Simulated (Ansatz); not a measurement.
**BiB2Pt2, from a guessed structure to a relaxed one**

Starting from a made-up structure for BiB2Pt2, the aim is the relaxed cell, its shortest contacts and, where a second run follows, its electronic structure.

Calculated with Ansatz 0.2.0; DFT, PBEsol, plane-wave PAW, files of the set soft_1, scalar-relativistic, no spin, cell and ions relaxed at zero pressure; PAW set soft_1.

**1. The structure**

It takes space group I4/mmm (No. 139, tetragonal). Conventional cell: a = 3.694 Å, b = 3.694 Å, c = 10.208 Å, α = 90.00°, β = 90.00°, γ = 90.00°. Bi has 8 B at 2.92 Å and 8 Pt at 3.15 Å nearest. Nearest to Pt lie 4 B at 2.23 Å and 4 Pt at 2.61 Å and 4 Bi at 3.15 Å. B has 4 Pt at 2.23 Å and 1 B at 2.62 Å and 4 Bi at 2.92 Å nearest. Farther neighbours are not listed.

**2. Relaxing cell and atoms**

The guessed cell has no reason to be at equilibrium. It is relaxed with the atoms, within the space group of the guess.

The input, input.yaml:

```yaml
crystal:
  lattice:
    - [-1.847, 1.847, 5.104]
    - [1.847, -1.847, 5.104]
    - [1.847, 1.847, -5.104]
  atoms:
    - { symbol: Bi, position: [0.0, 0.0, 0.0] }
    - { symbol: Pt, position: [0.25, 0.75, 0.5] }
    - { symbol: Pt, position: [0.75, 0.25, 0.5] }
    - { symbol: B, position: [0.6283, 0.6283, 0.0] }
    - { symbol: B, position: [0.3717, 0.3717, 0.0] }
kpoints:
  mp_grid: { grid: [10, 10, 10] }
scf:
  occupations: { method: fermi_dirac, width: 0.05 }
hamiltonian:
  xc: pbesol
  pseudopotentials: { kind: paw, azcp: { folder: soft_1 }, xc_functional: pbe }
relax:
  f_tol: 0.015
  max_steps: 70
  cell: {}
output:
  forces: true
  stress: true
```

Started as:

```bash
ansatz run input.yaml --threads 4 --pin off --max-ram 8192MiB --backend cpu --events-out ev --progress --plain --runs-dir out
```

Numbers of over 12 decimals in the logs are rounded to 6 here.

Log:

```text
basis.fft_grid_basis auto: the FFT boxes are laid along the combinations [[1, 0, 1], [0, 1, 1], [0, 0, 1]] of the cell's own vectors, 3.694, 3.694 and 5.734 Å long. The dense box has 25×25×40 points. Along the cell's own vectors, as sized, it would have 40×40×40, 2.56 times as many. Of the 16 symmetry operations that the crystal satisfies within crystal.symmetry.tolerance (time reversal apart; of a slab, those that k [...]
Engine: ansatz 0.2.0, aarch64-unknown-linux-gnu
Pseudopotentials: kind: paw
Pseudopotential: Bi, paw, valence charge 15, recommended cutoff 420 eV (normal), soft_1/Bi.paw.azcp
Pseudopotential: Pt, paw, valence charge 18, recommended cutoff 420 eV (normal), soft_1/Pt.paw.azcp
Pseudopotential: B, paw, valence charge 3, recommended cutoff 420 eV (normal), soft_1/B.paw.azcp
Functional definition: PBEsol
  exchange = pbesol_x
  correlation = pbesol_c
Crystal: 5 atoms, lattice volume = 69.647 Å³
Basis set: ecut = 420 eV, 1341 PW (Γ), FFT grids on a1+a3, a2+a3, a3, exchange–correlation on 50×50×80 points (8 copies of the dense FFT grid, shifted against one another)
Bands: 35, of which v1, the nominal top of the filled ones, is band 29 counted from 1 (28 counted from 0)
Symmetry: 16 space group operations
Space group: I4/mmm (ITA 139), of the structure as read, at distance tolerance 4.1e-5 Å
k-points: 102 of 1000
Non-local potential: Bi, projectors of the file, l = 0: 2, l = 1: 2, l = 2: 2, l = 3: 1
Non-local potential: Pt, projectors of the file, l = 0: 3, l = 1: 2, l = 2: 2, l = 3: 1
Non-local potential: B, projectors of the file, l = 0: 2, l = 1: 2, l = 2: 1
PAW form: soft (Blöchl's): semilocal exchange-correlation on the pseudo side does not see the compensation charge
PAW frozen core: Bi, regenerated for the run's functional, and the local potential with it (the file was generated under x = pbe(κ = 0.804, μ = 0.219515), c = pbe(β = 0.066725))
PAW frozen core: Pt, regenerated for the run's functional, and the local potential with it (the file was generated under x = pbe(κ = 0.804, μ = 0.219515), c = pbe(β = 0.066725))
PAW frozen core: B, regenerated for the run's functional, and the local potential with it (the file was generated under x = pbe(κ = 0.804, μ = 0.219515), c = pbe(β = 0.066725))
PAW one-centre angular grid: Bi, 590 points (default); XC on 64 Gauss nodes
PAW one-centre angular grid: Pt, 590 points (default); XC on 64 Gauss nodes
PAW one-centre angular grid: B, 110 points (default); XC on 64 Gauss nodes
Initial density: superposition of atomic densities (chi_scale 0.1, normalization cell, long waves kept (reshape's long-wave potential 0.01 eV rms))
Initial wavefunctions: pseudopotential atomic-orbital guess
Functional: x = pbesol(κ = 0.804, μ = 0.123457), c = pbesol(β = 0.046)
SCF iter   1: F=—  HF=-37322.779909 eV  |F-HF|=—  |Δ(HF+E_count)|=         —  Δρ=1.34e-1  dr2=2.15e1  ethr=3.10e-3  ⟨swp⟩=6.0  Hψ=13367  notcnv=0
preconditioner: auto → Kerker (q_TF=auto, 2.639 Å⁻¹)  [metal: Δε(μ)=0.013 eV  Ē_g=12.524 eV  σ=0.050 eV  W_gap=0.07  n_scr=24 (ndim 8)  ℏωp=28.5 eV  f_vac=0.000  D(μ)=1.61/eV (n_scr^D=10)]
SCF iter   2: F=—  HF=-37319.843767 eV  |F-HF|=—  |Δ(HF+E_count)|=    2.94e0  Δρ=6.65e-2  dr2=5.70e0  ethr=3.10e-3  ⟨swp⟩=2.0  Hψ=6123  notcnv=0  defer=100
SCF iter   3: F=—  HF=-37318.831062 eV  |F-HF|=—  |Δ(HF+E_count)|=    1.01e0  Δρ=9.94e-3  dr2=1.14e-1  ethr=3.10e-3  ⟨swp⟩=2.5  Hψ=5677  notcnv=0  defer=94
SCF iter   4: F=—  HF=-37318.802537 eV  |F-HF|=—  |Δ(HF+E_count)|=   2.85e-2  Δρ=2.05e-3  dr2=7.95e-3  ethr=1.99e-4  ⟨swp⟩=3.1  Hψ=7157  notcnv=0  defer=95
SCF iter   5: F=—  HF=-37318.801162 eV  |F-HF|=—  |Δ(HF+E_count)|=   1.38e-3  Δρ=7.60e-4  dr2=1.03e-3  ethr=1.40e-5  ⟨swp⟩=1.8  Hψ=3666  notcnv=0  defer=95
SCF iter   6: F=—  HF=-37318.800835 eV  |F-HF|=—  |Δ(HF+E_count)|=   3.27e-4  Δρ=1.58e-4  dr2=3.53e-5  ethr=1.81e-6  ⟨swp⟩=2.0  Hψ=4815  notcnv=0  defer=95
SCF iter   7: F=—  HF=-37318.800823 eV  |F-HF|=—  |Δ(HF+E_count)|=   1.18e-5  Δρ=4.14e-5  dr2=1.68e-6  ethr=6.19e-8  ⟨swp⟩=2.0  Hψ=5209  notcnv=0  defer=95
SCF iter   8: F=-37318.800823 eV  HF=-37318.800823 eV  |F-HF|=5.04e-8  |Δ(HF+E_count)|=   4.09e-7  Δρ=1.09e-5  dr2=8.85e-8  ethr=1.75e-10  ⟨swp⟩=3.0  Hψ=14381  notcnv=0
SCF 1 converged in 8 iterations: F = -37318.800823 eV  dr2 = 8.85e-8
  greatest PAW one-centre occupation: 1.000 electrons in one spin orbital (limit 2), on the Pt atom at site 2 (counted from 0), in its partial waves of l = 0
relax step   1: F+E_penalty+E_count = -37318.80082260 eV  Δ(F+E_penalty+E_count) = +0.000e0 eV  max|allowed force component| = 3.022e-2 eV/Å  Δτ_max = 0.0000 Å  P = +12.031 GPa  Ω = 69.647 Å³  (8 SCF iters, dr2 threshold 1.00e-7 eV, accepted)
Crystal: 5 atoms, lattice volume = 75.404 Å³
Basis set: ecut = 420 eV, 1485 PW (Γ), FFT grids on a1+a3, a2+a3, a3, exchange–correlation on 50×50×80 points (8 copies of the dense FFT grid, shifted against one another)
Initial density: handed on by an earlier stage of this run
Initial wavefunctions: those handed on with the density
iter 1 solved again at ethr=4.79e-4 eV; its pass at ethr=3.10e-3 eV (dr2=2.73e-1 eV) is discarded
SCF iter   1: F=—  HF=-37319.193119 eV  |F-HF|=—  |Δ(HF+E_count)|=         —  Δρ=1.49e-2  dr2=2.78e-1  ethr=4.79e-4  ⟨swp⟩=1.0  Hψ=19528  notcnv=0
preconditioner: auto → Kerker (q_TF=auto, 2.604 Å⁻¹)  [metal: Δε(μ)=0.006 eV  Ē_g=12.464 eV  σ=0.050 eV  W_gap=0.03  n_scr=24 (ndim 8)  ℏωp=27.4 eV  f_vac=0.000  D(μ)=1.37/eV (n_scr^D=10)]
SCF iter   2: F=—  HF=-37319.141922 eV  |F-HF|=—  |Δ(HF+E_count)|=   5.12e-2  Δρ=5.78e-3  dr2=2.62e-2  ethr=4.79e-4  ⟨swp⟩=2.3  Hψ=5240  notcnv=0
SCF iter   3: F=—  HF=-37319.136368 eV  |F-HF|=—  |Δ(HF+E_count)|=   5.55e-3  Δρ=2.13e-3  dr2=3.62e-3  ethr=4.59e-5  ⟨swp⟩=2.0  Hψ=4345  notcnv=0
SCF iter   4: F=—  HF=-37319.135471 eV  |F-HF|=—  |Δ(HF+E_count)|=   8.96e-4  Δρ=3.57e-4  dr2=1.84e-4  ethr=6.35e-6  ⟨swp⟩=2.0  Hψ=5054  notcnv=0
SCF iter   5: F=—  HF=-37319.135431 eV  |F-HF|=—  |Δ(HF+E_count)|=   4.05e-5  Δρ=9.51e-5  dr2=1.30e-5  ethr=3.23e-7  ⟨swp⟩=2.0  Hψ=5033  notcnv=0
SCF iter   6: F=—  HF=-37319.135429 eV  |F-HF|=—  |Δ(HF+E_count)|=   1.98e-6  Δρ=2.73e-5  dr2=6.75e-7  ethr=2.28e-8  ⟨swp⟩=2.1  Hψ=4636  notcnv=0
SCF iter   7: F=-37319.135429 eV  HF=-37319.135429 eV  |F-HF|=1.76e-8  |Δ(HF+E_count)|=   1.22e-7  Δρ=4.98e-6  dr2=3.31e-8  ethr=8.77e-10  ⟨swp⟩=4.0  Hψ=10937  notcnv=0
SCF 2 converged in 7 iterations: F = -37319.135429 eV  dr2 = 3.31e-8
[...]
[... from here on, the SCF cycles and remarks between the steps are left out ...]
relax step   4: F+E_penalty+E_count = -37319.48410824 eV  Δ(F+E_penalty+E_count) = -1.869e-1 eV  max|allowed force component| = 1.278e0 eV/Å  Δτ_max = 0.0642 Å  P = +3.571 GPa  Ω = 69.586 Å³  energy of the carried Pulay correction = +3.139e-5 eV  (6 SCF iters, dr2 threshold 5.00e-7 eV, accepted)
relax step   5: F+E_penalty+E_count = -37319.70961304 eV  Δ(F+E_penalty+E_count) = -2.255e-1 eV  max|allowed force component| = 1.476e0 eV/Å  Δτ_max = 0.0906 Å  P = +7.977 GPa  Ω = 67.150 Å³  energy of the carried Pulay correction = +1.304e-3 eV  (6 SCF iters, dr2 threshold 5.00e-7 eV, accepted)
relax step   6: F+E_penalty+E_count = -37319.58249972 eV  Δ(F+E_penalty+E_count) = +1.271e-1 eV  max|allowed force component| = 1.971e0 eV/Å  Δτ_max = 0.1562 Å  P = +12.396 GPa  Ω = 65.851 Å³  energy of the carried Pulay correction = +2.001e-3 eV  (6 SCF iters, dr2 threshold 5.00e-7 eV, rejected (line search))
relax step   7: F+E_penalty+E_count = -37319.90841461 eV  Δ(F+E_penalty+E_count) = -1.988e-1 eV  max|allowed force component| = 3.587e-1 eV/Å  Δτ_max = 0.0982 Å  P = +1.174 GPa  Ω = 68.690 Å³  energy of the carried Pulay correction = +4.941e-4 eV  (10 SCF iters, accepted)
relax step   8: F+E_penalty+E_count = -37319.91669595 eV  Δ(F+E_penalty+E_count) = -8.281e-3 eV  max|allowed force component| = 1.258e-2 eV/Å  Δτ_max = 0.0227 Å  P = +0.109 GPa  Ω = 68.999 Å³  energy of the carried Pulay correction = +3.341e-4 eV  (6 SCF iters, dr2 threshold 5.00e-7 eV, accepted)
relax step   9: F+E_penalty+E_count = -37319.91668643 eV  Δ(F+E_penalty+E_count) = +9.517e-6 eV  max|allowed force component| = 2.463e-3 eV/Å  Δτ_max = 0.0006 Å  P = -0.049 GPa  Ω = 69.050 Å³  energy of the carried Pulay correction = +3.073e-4 eV  (6 SCF iters, dr2 threshold 4.50e-8 eV, accepted)
relax step  10: F+E_penalty+E_count = -37319.91670050 eV  Δ(F+E_penalty+E_count) = -1.406e-5 eV  max|allowed force component| = 3.359e-5 eV/Å  Δτ_max = 0.0000 Å  P = +0.000 GPa  Ω = 69.035 Å³  energy of the carried Pulay correction = +3.152e-4 eV  (6 SCF iters, dr2 threshold 2.02e-8 eV, accepted)
relax step  11: F+E_penalty+E_count = -37319.92121459 eV  Δ(F+E_penalty+E_count) = -4.514e-3 eV  max|allowed force component| = 6.351e-4 eV/Å  Δτ_max = 0.0000 Å  P = +0.074 GPa  Ω = 69.035 Å³  stress off target by 1.40e-1 GPa  SCF on the basis re-selected at this cell (its energy is not comparable with the rows above)  (6 SCF iters)
relax step  12: F+E_penalty+E_count = -37319.92125897 eV  Δ(F+E_penalty+E_count) = -4.439e-5 eV  max|allowed force component| = 9.157e-5 eV/Å  Δτ_max = 0.0007 Å  P = +0.003 GPa  Ω = 69.064 Å³  energy of the carried Pulay correction = -1.189e-5 eV  (6 SCF iters, dr2 threshold 4.89e-8 eV, accepted)
iter 1 solved again at ethr=3.90e-8 eV; its pass at ethr=3.10e-3 eV (dr2=2.23e-5 eV) is discarded
SCF iter   1: F=—  HF=-37319.921273 eV  |F-HF|=—  |Δ(HF+E_count)|=         —  Δρ=2.43e-6  dr2=6.79e-10  ethr=3.90e-8  ⟨swp⟩=3.4  Hψ=23028  notcnv=0
eigensolver tolerance schedule: the retry pair's looser diagonalisation over-reported the residual by 32793.73 of it (diagonalisation noise at 0.70 of the residual, at the tolerance the schedule requests for it); recorded, not acted on — ethr = c·dr2/N_el stays at c = 1.0e-1
SCF iter   2: F=—  HF=-37319.921269 eV  |F-HF|=—  |Δ(HF+E_count)|=   3.62e-6  Δρ=1.27e-6  dr2=1.64e-10  ethr=1.19e-12  ⟨swp⟩=3.3  Hψ=8656  notcnv=0
iter 3 did not close the SCF: its close was put off for the readings that it lacked (scf_convergence_deferred on its scf_iter line)
SCF iter   3: F=-37319.921269 eV  HF=-37319.921269 eV  |F-HF|=1.46e-11  |Δ(HF+E_count)|=  2.26e-10  Δρ=2.29e-7  dr2=7.17e-12  ethr=1.00e-12  ⟨swp⟩=1.0  Hψ=3570  notcnv=0
iter 4 did not close the SCF: its close was put off for the readings that it lacked (scf_convergence_deferred on its scf_iter line)
SCF iter   4: F=-37319.921269 eV  HF=-37319.921269 eV  |F-HF|=0.00e0  |Δ(HF+E_count)|=  1.46e-11  Δρ=2.95e-8  dr2=7.68e-13  ethr=1.00e-12  ⟨swp⟩=1.0  Hψ=3570  notcnv=0
iter 5 did not close the SCF: its close was put off for the readings that it lacked (scf_convergence_deferred on its scf_iter line)
SCF iter   5: F=-37319.921269 eV  HF=-37319.921269 eV  |F-HF|=1.46e-11  |Δ(HF+E_count)|=  1.46e-11  Δρ=8.39e-9  dr2=6.84e-14  ethr=1.00e-12  ⟨swp⟩=1.0  Hψ=3570  notcnv=0
iter 6 did not close the SCF: its close was put off for the readings that it lacked (scf_convergence_deferred on its scf_iter line)
SCF iter   6: F=-37319.921269 eV  HF=-37319.921269 eV  |F-HF|=0.00e0  |Δ(HF+E_count)|=  1.46e-11  Δρ=2.04e-9  dr2=4.63e-15  ethr=1.00e-12  ⟨swp⟩=1.0  Hψ=3570  notcnv=0
SCF iter   7: F=-37319.921269 eV  HF=-37319.921269 eV  |F-HF|=1.46e-11  |Δ(HF+E_count)|=  1.46e-11  Δρ=5.56e-10  dr2=2.20e-16  ethr=1.00e-12  ⟨swp⟩=1.0  Hψ=7548  notcnv=0
SCF 13 converged in 7 iterations: F = -37319.921269 eV  dr2 = 2.20e-16
relax step  13: F+E_penalty+E_count = -37319.92126896 eV  Δ(F+E_penalty+E_count) = -9.990e-6 eV  max|allowed force component| = 6.452e-5 eV/Å  Δτ_max = 0.0000 Å  P = +0.003 GPa  Ω = 69.064 Å³  stress off target by 5.91e-3 GPa  SCF on the basis re-selected at this cell (its energy is not comparable with the rows above)  (7 SCF iters)
basis re-selected at this cell: Δ(F+E_penalty+E_count) = -9.990e-6 eV, ΔP = -0.000 GPa vs the last step (what re-selecting the basis moved, of the pressure what is left beyond the Pulay correction that the steps carried, after the strain that the cell walked since its last selection, with what the two solves' SCF thresholds leave and, on support functions, any second-order correction that the steps lacked; it is no m [...]
SCF converged after 7 iterations
Free energy (F): -37319.921269 eV
Harris-Foulkes:  -37319.921269 eV  (|F-HF|=1.46e-11)
Internal energy: -37319.905060 eV  (E = F + TS)
E sigma→0 (E₀):  -37319.913165 eV
Entropy (-TS):   -0.016209 eV (-3.242 meV/atom)
Fermi energy:    18.096926 eV
--- Per-component energies (eV) ---
  E_band       = -387.458026
  E_kinetic    = 1540.440968
  E_local      = -4861.130517  (includes V_loc(G=0)·N_el)
  E_nonlocal   = 842.953077
  E_hartree    = 1890.512254
  E_xc         = -679.104296
  E_vxc        = -751.616794  (∫ρ·V_xc dr)
  E_paw        = -29349.988453  (= ΣΔE_a)
  E_vpaw       = -939.131748  (= ΣTr[D̂ρ^β])
  E_aug_tail   = 0.002480  (compensation charges beyond the density's cutoff)
  E_ewald      = -6704.283852
  E_core_change = 0.693279  (= ΣΔE_core)
  E_smearing   = -0.016209  (= −TS)
  E_closure    = -0.000000  (closes the sum)
  Σ components = -37319.921269   (vs F -37319.921269, Δ=0.00e0)
--- Forces (eV/Å), atoms counted from 1 ---
  atom   1  Bi     0.00000000     0.00000000    -0.00000000
  atom   2  Pt     0.00000000     0.00000000     0.00000000
  atom   3  Pt    -0.00000000     0.00000000     0.00000000
  atom   4  B     -0.00000000    -0.00000000    -0.00006452
  atom   5  B     -0.00000000    -0.00000000     0.00006452
  max |Σ_I F_I| component: 4.16e-17 eV/Å
--- Stress (GPa, compression-positive) ---
        0.005907       0.000000       0.000000
        0.000000       0.005907       0.000000
        0.000000       0.000000      -0.003307
  P = ⅓ Tr σ = 0.0028 GPa (0.028 kbar)
--- Relaxed structure (11 steps of the walk, 10 accepted, 2 SCFs on fresh bases) ---
  F+E_penalty+E_count = -37319.92126896 eV   max|allowed force component| = 6.452e-5 eV/Å   (the final SCF, on the basis selected at the relaxed cell)
  cell:  # Å, volume = 69.0642 Å³
    - [-2.002254, 2.002254, 4.306800]
    - [2.002254, -2.002254, 4.306800]
    - [2.002254, 2.002254, -4.306800]
  atoms:
    - { symbol: Bi, position: [1.3595011567216336e-19, 1.359501156721646e-19, 0] }
    - { symbol: Pt, position: [0.250000, 0.75, 0.500000] }
    - { symbol: Pt, position: [0.75, 0.250000, 0.500000] }
    - { symbol: B, position: [0.603339, 0.603339, 0] }
    - { symbol: B, position: [0.396661, 0.396661, 0] }
```

The job ended after 37 s (4 threads of Arm Neoverse V1, shared host; peak memory 0.52 GiB; 2.4 min of CPU time).

Step by step:

```
step  energy less that of the first step (eV)  largest force component (eV/Å)  pressure (GPa)  volume (Å³)
   1                                   0.0000                          0.0302           12.03        69.65
   2                                  -0.3346                          0.1355           -4.93        75.40
   3                                  -0.4963                          0.5758           -0.82        72.48
   4                                  -0.6833                          1.2779            3.57        69.59
   5                                  -0.9088                          1.4764            7.98        67.15
   6                                  -0.7817                          1.9711           12.40        65.85
   7                                  -1.1076                          0.3587            1.17        68.69
   8                                  -1.1159                          0.0126            0.11        69.00
   9                                  -1.1159                          0.0025           -0.05        69.05
  10                                  -1.1159                          0.0000            0.00        69.04
 11*                                  -1.1204                          0.0006            0.07        69.04
  12                                  -1.1204                          0.0001            0.00        69.06
 13*                                  -1.1204                          0.0001            0.00        69.06
```

Relaxation steps marked * repeat the geometry before them on a plane-wave basis chosen anew for their cell, so energy and pressure can jump there. Relaxation step 6 was tried and not accepted.

Forces are held to the 16 operations that the run works with; a distortion that breaks them can't arise in this run.

```
     cell as run  before   after   change
           a (Å)   5.734   5.154  -10.1 %
           b (Å)   5.734   5.154  -10.1 %
           c (Å)   5.734   5.154  -10.1 %
           α (°)  142.42  134.28   -5.7 %
           β (°)  142.42  134.28   -5.7 %
           γ (°)   54.20   66.65  +23.0 %
volume (Å³/atom)   13.93   13.81   -0.8 %
```

The atoms that moved most (Å, as changes of fractional coordinates times the final cell):

```
atom     dx     dy      dz  length
  B4  0.000  0.000  -0.215   0.215
  B5  0.000  0.000   0.215   0.215
```

The relaxed structure:

```cif
data_structure
_symmetry_space_group_name_H-M 'P 1'
_symmetry_Int_Tables_number 1
_cell_length_a 5.1543
_cell_length_b 5.1543
_cell_length_c 5.1543
_cell_angle_alpha 134.282
_cell_angle_beta 134.282
_cell_angle_gamma 66.648
_cell_volume 69.06
loop_
_atom_site_label
_atom_site_type_symbol
_atom_site_fract_x
_atom_site_fract_y
_atom_site_fract_z
_atom_site_occupancy
Bi1 Bi 0.00000 0.00000 0.00000 1
Pt2 Pt 0.25000 0.75000 0.50000 1
Pt3 Pt 0.75000 0.25000 0.50000 1
B4 B 0.60334 0.60334 0.00000 1
B5 B 0.39666 0.39666 0.00000 1
```

This step gave:

```yaml
free_energy: -37319.9213 eV
energy_at_zero_smearing: -37319.9132 eV
smearing_term_ts: 0.01621 eV
fermi_energy: 18.10 eV
electrons: 57
symmetry_operations: 16
pressure: 0.002836 GPa
```

Shortest distances by pair of elements, guess and relaxed (not always the same contact):

```
 pair  guess (Å)  relaxed (Å)
  B–B      2.619        1.780
 B–Pt      2.226        2.367
Pt–Pt      2.612        2.832
Bi–Pt      3.150        2.940
 B–Bi      2.922        2.968
```

The relaxation ends with a largest force component of 6.5e-5 eV/Å and a pressure of 0.00 GPa.

**3. What came out**

```
space group, relaxed : I4/mmm
conventional cell    : a = 4.005, b = 4.005, c = 8.614 Å; α = 90.0°, β = 90.0°, γ = 90.0°
volume per atom      : 13.81 Å³ (guess 13.93)
```

What this shows: BiB2Pt2 relaxes to I4/mmm with a = 4.005, b = 4.005 and c = 8.614 Å. The guessed volume was near the relaxed one. The space group I4/mmm was held in the relaxation, so the end point is a stationary structure within it and may be a saddle against distortions or other arrangements. Mesh and cutoff weren't tested. A vector of the cell changed its length by 10 %, more than the volume shows. Spin-orbit coupling is left out, which can matter for elements this heavy. No dispersion term is used, so weakly bound directions may come out too long. The runs have no spin, and magnetism wasn't tested. Nothing here tests whether the compound is stable against decomposition.

[Logs are printed without paths, hosts, clocks, repeated set-up lines and the standing remarks that a program may print on its own settings, such as how far it seeks lower states.]

[Hosts, paths, dates, database ids (printed as entryN), source tags and the programs' standing remarks are cut or masked in the printed files.]
